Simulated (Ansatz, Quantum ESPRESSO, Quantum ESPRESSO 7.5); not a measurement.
**Complex bands of KBr, rock salt type, lattice constant set to 6.834 Å**

Wanted: the complex band structure of KBr, rock salt type, lattice constant set to 6.834 Å, as for a tunnel barrier.

Calculated with Quantum ESPRESSO 7.5; plane-wave DFT, PBE, GBRV ultrasoft pseudopotentials (cross-check by Ansatz 0.2.0 with PAW datasets).

**1. Starting point**

The structure is cubic, space group Fm-3m (No. 225). Conventional cell: a = 6.834 Å, b = 6.834 Å, c = 6.834 Å, α = 90.00°, β = 90.00°, γ = 90.00°. Nearest to K lie 6 Br at 3.42 Å. Nearest to Br lie 6 K at 3.42 Å. Farther neighbours and most contacts between anions are not listed.

**2. Self-consistent run**

pwcond needs a cell whose third axis lies along the current and stands perpendicular to the other two.

scf.in reads:

```
&control
  prefix = 'scf'
  outdir = './out'
  pseudo_dir = './pseudo'
  calculation = 'scf'
  tprnfor = .true.
/
&system
  ibrav = 0
  nat = 4
  ntyp = 2
  ecutwfc = 40
  ecutrho = 200
  occupations = 'fixed'
  nbnd = 20
/
&electrons
  conv_thr = 1e-09
  mixing_beta = 0.6
  electron_maxstep = 120
/
ATOMIC_SPECIES
  K   39.0983  k_pbe_v1.4.uspp.F.UPF
  Br  79.9040  br_pbe_v1.4.uspp.F.UPF
CELL_PARAMETERS angstrom
  4.83236774262887 0.00000000000000 0.00000000000000
  0.00000000000000 4.83236774262887 0.00000000000000
  0.00000000000000 0.00000000000000 6.83400000000000
ATOMIC_POSITIONS crystal
  K   0.000000000000 0.000000000000 0.000000000000
  Br  0.500000000000 0.500000000000 0.000000000000
  K   0.500000000000 0.500000000000 0.500000000000
  Br  0.000000000000 0.000000000000 0.500000000000
K_POINTS automatic
  6 6 4 0 0 0
```

On the command line:

```sh
$ OMP_NUM_THREADS=1 mpirun -n 2 pw.x -nk 2 -in scf.in > scf.out
```

Log:

```text
Program PWSCF v.7.5 starts
[citation notice left out]

     Parallel version (MPI & OpenMP), running on       2 processor cores
     Number of MPI processes:                 2
     Threads/MPI process:                     1

     MPI processes distributed on     1 nodes
[...]
Current dimensions of program PWSCF are:
     Max number of different atomic species (ntypx) = 10
     Max number of k-points (npk) =  40000
     Max angular momentum in pseudopotentials (lmaxx) =  4
     Found identity + ( -0.5000 -0.5000 -0.5000) symmetry
     This is a supercell, fractional translations are disabled
     Message from routine setup:
     using ibrav=0 with symmetry is DISCOURAGED, use correct ibrav instead

     K-points division:     npool     =       2
     Subspace diagonalization in iterative solution of the eigenvalue problem:
     a serial algorithm will be used

     G-vector sticks info
     --------------------
     sticks:   dense  smooth     PW     G-vecs:    dense   smooth      PW
     Sum        1321    1057    305                51371    36763    5845

     Using Slab Decomposition

     bravais-lattice index     =            0
     lattice parameter (alat)  =       9.1319  a.u.
     unit-cell volume          =    1076.9401 (a.u.)^3
     number of atoms/cell      =            4
     number of atomic types    =            2
     number of electrons       =        32.00
     number of Kohn-Sham states=           20
     kinetic-energy cutoff     =      40.0000  Ry
     charge density cutoff     =     200.0000  Ry
     scf convergence threshold =      1.0E-09
     mixing beta               =       0.6000
     number of iterations used =            8  plain     mixing
     Exchange-correlation=  SLA  PW   PBX  PBC
                           (   1   4   3   4   0   0   0)

     celldm(1)=   9.131852  celldm(2)=   0.000000  celldm(3)=   0.000000
     celldm(4)=   0.000000  celldm(5)=   0.000000  celldm(6)=   0.000000

     crystal axes: (cart. coord. in units of alat)
               a(1) = (   1.000000   0.000000   0.000000 )
               a(2) = (   0.000000   1.000000   0.000000 )
               a(3) = (   0.000000   0.000000   1.414214 )

     reciprocal axes: (cart. coord. in units 2 pi/alat)
               b(1) = (  1.000000  0.000000  0.000000 )
               b(2) = (  0.000000  1.000000  0.000000 )
               b(3) = (  0.000000  0.000000  0.707107 )

     PseudoPot. # 1 for K  read from file:
     ./pseudo/k_pbe_v1.4.uspp.F.UPF
     Pseudo is Ultrasoft + core correction, Zval =  9.0
     Generated by new atomic code, or converted to UPF format
     Using radial grid of  841 points,  6 beta functions with:
                l(1) =   0
                l(2) =   0
                l(3) =   1
                l(4) =   1
                l(5) =   2
                l(6) =   2
     Q(r) pseudized with  6 coefficients,  rinner =    1.500   1.500   1.500
                                                       1.500   1.500

     PseudoPot. # 2 for Br read from file:
     ./pseudo/br_pbe_v1.4.uspp.F.UPF
     Pseudo is Ultrasoft + core correction, Zval =  7.0
     Generated by new atomic code, or converted to UPF format
     Using radial grid of  879 points,  6 beta functions with:
                l(1) =   0
                l(2) =   0
                l(3) =   1
                l(4) =   1
                l(5) =   2
                l(6) =   2
     Q(r) pseudized with  8 coefficients,  rinner =    1.100   1.100   1.100
                                                       1.100   1.100

     atomic species   valence    mass     pseudopotential
     K                 9.00    39.09830     K ( 1.00)
     Br                7.00    79.90400     Br( 1.00)

     16 Sym. Ops., with inversion, found

   Cartesian axes

     site n.     atom                  positions (alat units)
         1        K      tau(   1) = (   0.0000000   0.0000000   0.0000000  )
         2        Br     tau(   2) = (   0.5000000   0.5000000   0.0000000  )
         3        K      tau(   3) = (   0.5000000   0.5000000   0.7071068  )
         4        Br     tau(   4) = (   0.0000000   0.0000000   0.7071068  )

     number of k points=    30
                       cart. coord. in units 2pi/alat
        k(    1) = (   0.0000000   0.0000000   0.0000000), wk =   0.0138889
        k(    2) = (   0.0000000   0.0000000   0.1767767), wk =   0.0277778
        k(    3) = (   0.0000000   0.0000000  -0.3535534), wk =   0.0138889
        k(    4) = (   0.0000000   0.1666667   0.0000000), wk =   0.0555556
        k(    5) = (   0.0000000   0.1666667   0.1767767), wk =   0.1111111
        k(    6) = (   0.0000000   0.1666667  -0.3535534), wk =   0.0555556
        k(    7) = (   0.0000000   0.3333333   0.0000000), wk =   0.0555556
        k(    8) = (   0.0000000   0.3333333   0.1767767), wk =   0.1111111
        k(    9) = (   0.0000000   0.3333333  -0.3535534), wk =   0.0555556
        k(   10) = (   0.0000000  -0.5000000   0.0000000), wk =   0.0277778
[...]
k(   30) = (  -0.5000000  -0.5000000  -0.3535534), wk =   0.0138889

     Dense  grid:    51371 G-vectors     FFT dimensions: (  45,  45,  60)

     Smooth grid:    36763 G-vectors     FFT dimensions: (  40,  40,  54)

     Estimated max dynamical RAM per process >     135.82 MB

     Estimated total dynamical RAM >     259.09 MB

     Initial potential from superposition of free atoms

     starting charge      30.9931, renormalised to      32.0000
     Starting wfcs are   24 randomized atomic wfcs

     total cpu time spent up to now is        1.3 secs

     per-process dynamical memory:    59.8 Mb

     Self-consistent Calculation

     iteration #  1     ecut=    40.00 Ry     beta= 0.60
     Davidson diagonalization with overlap
     ethr =  1.00E-02,  avg # of iterations =  4.7

     Threshold (ethr) on eigenvalues was too large:
     Diagonalizing with lowered threshold

     Davidson diagonalization with overlap
     ethr =  6.38E-04,  avg # of iterations =  4.0

     total cpu time spent up to now is        5.4 secs

     total energy              =    -208.13104343 Ry
     estimated scf accuracy    <       0.19143984 Ry

     iteration #  2     ecut=    40.00 Ry     beta= 0.60
[...]
total energy              =    -208.18374020 Ry
     estimated scf accuracy    <       0.01175646 Ry

     iteration #  3     ecut=    40.00 Ry     beta= 0.60
[...]
total energy              =    -208.18846070 Ry
     estimated scf accuracy    <       0.00190461 Ry

     iteration #  4     ecut=    40.00 Ry     beta= 0.60
[...]
c_bands:  1 eigenvalues not converged
[...]
total energy              =    -208.18889523 Ry
     estimated scf accuracy    <       0.00029554 Ry

     iteration #  5     ecut=    40.00 Ry     beta= 0.60
[...]
c_bands:  1 eigenvalues not converged
[...]
total energy              =    -208.18898203 Ry
     estimated scf accuracy    <       0.00030967 Ry

     iteration #  6     ecut=    40.00 Ry     beta= 0.60
[...]
total energy              =    -208.18901977 Ry
     estimated scf accuracy    <       0.00001149 Ry

     iteration #  7     ecut=    40.00 Ry     beta= 0.60
[...]
total energy              =    -208.18903102 Ry
     estimated scf accuracy    <       0.00000191 Ry

     iteration #  8     ecut=    40.00 Ry     beta= 0.60
[...]
total energy              =    -208.18903092 Ry
     estimated scf accuracy    <       0.00000077 Ry

     iteration #  9     ecut=    40.00 Ry     beta= 0.60
[...]
total energy              =    -208.18903119 Ry
     estimated scf accuracy    <       0.00000001 Ry

     iteration # 10     ecut=    40.00 Ry     beta= 0.60
[...]
total energy              =    -208.18903123 Ry
     estimated scf accuracy    <          4.4E-09 Ry

     iteration # 11     ecut=    40.00 Ry     beta= 0.60
[...]
End of self-consistent calculation

          k = 0.0000 0.0000 0.0000 (  4549 PWs)   bands (ev):

   -27.5904 -27.5864 -11.7445 -11.6725 -11.1093 -11.0747 -11.0747 -11.0514
   -11.0514 -11.0514  -0.2711   0.1851   0.1851   0.4338   0.4338   0.4338
     4.6039   6.3945   7.2558   8.0024

          k = 0.0000 0.0000 0.1768 (  4582 PWs)   bands (ev):

   -27.5898 -27.5870 -11.7761 -11.7319 -11.0715 -11.0715 -11.0549 -11.0549
   -11.0420 -11.0073  -0.2730   0.1950   0.2150   0.2150   0.3900   0.3900
     5.0483   6.5556   6.8769   7.6382

          k = 0.0000 0.0000-0.3536 (  4586 PWs)   bands (ev):

   -27.5884 -27.5884 -11.7930 -11.7930 -11.0632 -11.0632 -11.0632 -11.0632
   -10.9749 -10.9749  -0.1492  -0.1492   0.2956   0.2956   0.2957   0.2957
     5.9717   5.9718   7.0126   7.0127

          k = 0.0000 0.1667 0.0000 (  4591 PWs)   bands (ev):

   -27.5899 -27.5864 -11.7771 -11.7195 -11.1051 -11.0720 -11.0547 -11.0513
   -11.0254 -11.0097  -0.2227   0.0347   0.1714   0.2209   0.3836   0.3916
     5.0129   6.6954   7.6662   7.8273

          k = 0.0000 0.1667 0.1768 (  4595 PWs)   bands (ev):

   -27.5894 -27.5869 -11.8068 -11.7706 -11.0787 -11.0690 -11.0543 -11.0529
   -10.9889 -10.9721  -0.2779   0.0364   0.1077   0.1966   0.3389   0.3460
     5.4027   6.8094   7.2366   7.7669

          k = 0.0000 0.1667-0.3536 (  4616 PWs)   bands (ev):

   -27.5881 -27.5881 -11.8244 -11.8244 -11.0616 -11.0616 -11.0606 -11.0606
   -10.9396 -10.9396  -0.2285  -0.2285   0.2277   0.2277   0.2652   0.2652
     6.2444   6.2444   7.2880   7.2880

[...]
highest occupied, lowest unoccupied level (ev):     0.4338    4.6039

!    total energy              =    -208.18903123 Ry
     estimated scf accuracy    <          5.0E-10 Ry

     The total energy is the sum of the following terms:
     one-electron contribution =     -65.29200338 Ry
     hartree contribution      =      41.17253477 Ry
     xc contribution           =     -70.50035683 Ry
     ewald contribution        =    -113.56920578 Ry

     convergence has been achieved in  11 iterations

     Forces acting on atoms (cartesian axes, Ry/au):

     atom    1 type  1   force =     0.00000000    0.00000000    0.00000000
     atom    2 type  2   force =     0.00000000    0.00000000    0.00000000
     atom    3 type  1   force =     0.00000000    0.00000000    0.00000000
     atom    4 type  2   force =     0.00000000    0.00000000    0.00000000

     Total force =     0.000000     Total SCF correction =     0.000000

[...]
=------------------------------------------------------------------------------=
   JOB DONE.
=------------------------------------------------------------------------------=
```

Elapsed: 33 s, on 2 MPI ranks of Arm Neoverse V2, shared host; peak memory 0.28 GiB.

Read from the output:

- free energy: -2832.5561 eV
- valence top, on the run's zero: 0.4338 eV
- conduction bottom, on the run's zero: 4.604 eV
- gap by band count: 4.170 eV

The run needed 11 iterations to bring the estimated error under 1e-09 Ry.

[end of part 1 of 3]

[Logs are printed without paths, hosts, clocks, repeated set-up lines and the standing remarks that a program may print on its own settings, such as how far it seeks lower states.]

[Hosts, paths, dates, database ids (printed as entryN), source tags and the programs' standing remarks are cut or masked in the printed files.]

[Maps of the electrostatic potential energy from Ansatz leave out the sawtooth potential of an applied field or a dipole correction, so their vacuum need not be flat; planar profiles and work functions include it.]
